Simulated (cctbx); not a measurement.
**Reading a Patterson map**

Space group I4/mcm (no. 140), a = 6.3020 Å, b = 6.3020 Å, c = 11.6600 Å, α = 90.00°, β = 90.00°, γ = 90.00°, content Nb20 Ti4 C8.

Simulated single-crystal data (cctbx): Mo Kα, λ = 0.71073 Å, to d = 0.75 Å, 70 % of the full sphere, strongest reflection 70000 counts, noise from counting, a 3 % proportional error and a noise floor of 4 counts (s.d.); no absorption, some extinction.

Patterson synthesis, origin scaled to 1000:

```text
Patterson group I 4/m m m
      u       v       w   height  length (A)
  0.000   0.000   0.000   1000.0     0.00
  0.000   0.000   0.270    480.5     3.15
  0.000   0.339   0.500    362.2     6.21
  0.170   0.329   0.131    235.4     2.79
  0.000   0.000   0.500    198.3     5.83
  0.000   0.338   0.221    160.7     3.35
  0.160   0.160   0.500    157.6     6.00
  0.156   0.156   0.226     56.2     2.98
  0.000   0.069   0.361     21.8     4.24
  0.000   0.294   0.135     17.3     2.43
  0.000   0.414   0.138     12.8     3.06
  0.000   0.000   0.094     12.0     1.09
  0.213   0.213   0.420     11.2     5.25
  0.104   0.104   0.046     11.1     1.07
```

**Question.** Which atom pairs make the peaks, and where is the heaviest atom?

A peak at u stands for all pairs with xi − xj = u, with weight Σ ZiZj against Σ Z² = 35844 at the origin. Peak heights follow these weights only roughly, since form factors, motion and series ripples differ, all vectors within 0.55 Å of a peak are counted as merged into it though the farther ones add only part of their weight, and F(000) is left out, which lowers the whole map:

| u | v | w | shortest length (Å) | height | 1000 ΣZiZj/ΣZ² | pairs in the cell |
| --- | --- | --- | --- | --- | --- | --- |
| 0.000 | 0.000 | 0.270 | 3.15 | 480 | 576 | 8 × Nb–Nb, 8 × Nb–Ti |
| 0.000 | 0.339 | 0.500 | 3.31 | 362 | 375 | 8 × Nb–Nb |
| 0.170 | 0.329 | 0.131 | 2.79 | 235 | 288 | 4 × Nb–Nb, 4 × Nb–Ti |
| 0.000 | 0.000 | 0.500 | 4.46 | 198 | 242 | 4 × Nb–Nb, 4 × Ti–Ti |
| 0.000 | 0.338 | 0.221 | 3.34 | 161 | 188 | 4 × Nb–Nb |
| 0.160 | 0.160 | 0.500 | 3.03 | 158 | 188 | 4 × Nb–Nb |
| 0.156 | 0.156 | 0.226 | 2.98 | 56 | 94 | 2 × Nb–Nb |

The table stops at ten peaks or at a height of 45, below which ripples compete. In the model behind the data Nb, the heaviest element, has 2 independent sites: (0, 0, 0) and (0.6688, 0.1688, 0.1383), up to an allowed shift of origin; the Nb–Nb vectors are differences of these positions and their symmetry mates. The whole model:

| atom | mult. | x | y | z | Ueq (Å²) |
| --- | --- | --- | --- | --- | --- |
| Nb1 | 4 | 0 | 0 | 0 | 0.0051 |
| Nb2 | 16 | 0.6688 | 0.1688 | 0.1383 | 0.0043 |
| Ti1 | 4 | 1/2 | 1/2 | 1/4 | 0.0058 |
| C1 | 8 | 0.1222 | 0.6222 | 0 | 0.0091 |

The model was made for the exercise: a known structure type with other elements put in, its volume estimated, not relaxed; displacement parameters are assumed.

[Logs are printed without paths, hosts, clocks, repeated set-up lines and the standing remarks that a program may print on its own settings, such as how far it seeks lower states.]
